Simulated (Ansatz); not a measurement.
## PbO (Massicot): the r2SCAN gap against the k mesh of the density

Wanted: the cheapest k mesh of the density that holds the r2SCAN gap of PbO (Massicot).

Calculated with Ansatz 0.2.0; DFT, r2SCAN, plane waves, PAW; PAW set soft_1.

Report form: the programs' logs are mostly left out.

**1. Starting point**

It takes space group Pbcm (No. 57, orthorhombic). The conventional cell has a = 5.893 Å, b = 5.490 Å, c = 4.753 Å, α = 90.00°, β = 90.00°, γ = 90.00°. Nearest to Pb lie 4 O at 2.22 to 2.48 Å. Nearest to O lie 4 Pb at 2.22 to 2.48 Å. Farther neighbours and most contacts between anions are not listed.

The cell and positions come from the Crystallography Open Database and are kept as given unless a step says otherwise. Spin-orbit coupling is left out unless a step names it.

**2. k mesh of the density: 2×2×2**

File input.yaml:

```yaml
crystal:
  lattice:
    - [5.8931, 0.0, 0.0]
    - [0.0, 5.4904, 0.0]
    - [0.0, 0.0, 4.7528]
  atoms:
    - { symbol: Pb, position: [0.2297, 0.9884, 0.25] }
    - { symbol: Pb, position: [0.7703, 0.0116, 0.75] }
    - { symbol: Pb, position: [0.2297, 0.5116, 0.75] }
    - { symbol: Pb, position: [0.7703, 0.4884, 0.25] }
    - { symbol: O, position: [0.8653, 0.0917, 0.25] }
    - { symbol: O, position: [0.1347, 0.9083, 0.75] }
    - { symbol: O, position: [0.8653, 0.4083, 0.75] }
    - { symbol: O, position: [0.1347, 0.5917, 0.25] }
kpoints:
  mp_grid: { grid: [2, 2, 2] }
  band_path:
    path:
      - [0.0, 0.0, 0.0]
      - [0.5, 0.0, 0.0]
      - [0.5, 0.5, 0.0]
      - [0.0, 0.5, 0.0]
      - [0.0, 0.0, 0.5]
      - [0.5, 0.0, 0.5]
      - [0.5, 0.5, 0.5]
      - [0.0, 0.5, 0.5]
      - [0.5, 0.5, 0.35]
    npoints: 1
hamiltonian:
  xc: r2scan
  pseudopotentials: { kind: paw, azcp: { folder: soft_1 } }
scf:
  occupations: { method: fixed }
  n_extra_bands: 6
output:
  eigenvalues: true
```

Started as:

```
> ansatz run input.yaml --threads 24 --pin off --max-ram 82944MiB --backend cuda --events-out ev --progress --plain --runs-dir out --devices 1 --max-vram 78GiB
```

Elapsed: 1.6 s, on 1 × NVIDIA GB200 (shared by 2 runs) with 24 threads of Arm Neoverse V2, shared host; peak memory 1.1 GiB.

Numbers from this step:

```
gap                  : 2.518 eV
valence top at       : Γ
conduction bottom at : k = (0.500, 0.500, 0.350)
least direct gap     : 2.806 eV
```

The gap is indirect, with the least direct gap 0.29 eV higher.

**3. k mesh of the density: 2×2×4**

Changes to input.yaml since step 2:

```diff
@@ -15,3 +15,3 @@
 kpoints:
-  mp_grid: { grid: [2, 2, 2] }
+  mp_grid: { grid: [2, 2, 4] }
   band_path:
```

Run time: 1 s. Hardware: 1 × NVIDIA GB200 (shared by 2 runs) with 24 threads; peak memory 1.2 GiB; 3.5 s of CPU time.

Numbers from this step:

| Property | Result |
| --- | --- |
| gap | 2.509 eV |
| valence top at | Γ |
| conduction bottom at | k = (0.500, 0.500, 0.350) |
| least direct gap | 2.797 eV |

The gap is 2.509 eV, −0.009 eV from the run before at this level.

**4. k mesh of the density: 4×4×6 (the default)**

input.yaml, the sections that differ from step 3:

```yaml
kpoints:
  mp_grid: { grid: [4, 4, 6] }
  band_path:
    path:
      - [[0.0, 0.0, 0.0], [0.5, 0.0, 0.0], [0.5, 0.5, 0.0], [0.0, 0.5, 0.0], [0.0, 0.0, 0.0], [0.0, 0.0, 0.5], [0.5, 0.0, 0.5], [0.5, 0.5, 0.5], [0.0, 0.5, 0.5], [0.0, 0.0, 0.5]]
      - [[0.5, 0.0, 0.0], [0.5, 0.0, 0.5]]
      - [[0.0, 0.5, 0.0], [0.0, 0.5, 0.5]]
      - [[0.5, 0.5, 0.0], [0.5, 0.5, 0.5]]
    npoints: 10
scf:
  occupations: { method: fermi_dirac, width: 0.02 }
  n_extra_bands: 6
# crystal, hamiltonian, output: as in step 3
```

Run time: 3.1 s. Hardware: 1 × NVIDIA GB200 (shared by 2 runs) with 24 threads; peak memory 1.1 GiB; 25 s of CPU time.

Numbers from this step:

```
gap                  : 2.510 eV
valence top at       : Γ
conduction bottom at : k = (0.500, 0.500, 0.350)
least direct gap     : 2.798 eV
```

The gap is 2.510 eV, +0.002 eV from the run before at this level.

**5. k mesh of the density: 6×6×8**

input.yaml, the sections that differ from step 4:

```yaml
kpoints:
  mp_grid: { grid: [6, 6, 8] }
  band_path:
    path:
      - [0.0, 0.0, 0.0]
      - [0.5, 0.0, 0.0]
      - [0.5, 0.5, 0.0]
      - [0.0, 0.5, 0.0]
      - [0.0, 0.0, 0.5]
      - [0.5, 0.0, 0.5]
      - [0.5, 0.5, 0.5]
      - [0.0, 0.5, 0.5]
      - [0.5, 0.5, 0.35]
    npoints: 1
scf:
  occupations: { method: fixed }
  n_extra_bands: 6
# crystal, hamiltonian, output: as in step 4
```

Run time: 1.8 s. Hardware: 1 × NVIDIA GB200 (shared by 2 runs) with 24 threads; peak memory 1.2 GiB; 4.8 s of CPU time.

Numbers from this step:

```
gap                  : 2.510 eV
valence top at       : Γ
conduction bottom at : k = (0.500, 0.500, 0.350)
least direct gap     : 2.798 eV
```

The gap is 2.510 eV, as in the run before at this level.

**6. The series**

Differences are against the last row; a negative gap means that bands overlap, and a run with a band path holds that path's time. Times are wall times on 1 × NVIDIA GB200 (shared by 2 runs) with 24 threads of Arm Neoverse V2, shared host, good to a factor of about two.

```csv
k mesh of the density,gap (eV),direct gap (eV),gap error (eV),energy error (meV/atom),irreducible k,time
2×2×2,2.518,2.806,+0.007,−4.1,8,1.6 s
2×2×4,2.509,2.797,−0.002,+2.6,12,1 s
4×4×6,2.510,2.798,+0.000,+0.0,36,3.1 s
6×6×8,2.510,2.798,+0.000,+0.0,80,1.8 s
```

**7. What came out**

```yaml
2x2x2: 2.518 eV
2x2x4: 2.509 eV
4x4x6: 2.510 eV
6x6x8: 2.510 eV
```

**Reading.** The gap holds to 0.02 eV from 2×2×2 on, the cheapest setting tried. At 2×2×2 the gap is off by +0.007 eV and the energy by −4 meV/atom. The gap is read over the mesh and added points near the edges, so meshes differ mainly through the density and, for a hybrid, the exchange operator.

[Paths, hosts, dates, memory and timing lines, banners, echoed tables and standing remarks are left out of the program output.]

[Logs are printed without paths, hosts, clocks, repeated set-up lines and the standing remarks that a program may print on its own settings, such as how far it seeks lower states.]

[Runs of the session that timed out or met a known fault of the program may be left out.]

[Cells called generated may have been cut or substituted from an entry of the Crystallography Open Database or the Materials Project.]

[Hosts, paths, dates, database ids (printed as entryN), source tags and the programs' standing remarks are cut or masked in the printed files.]
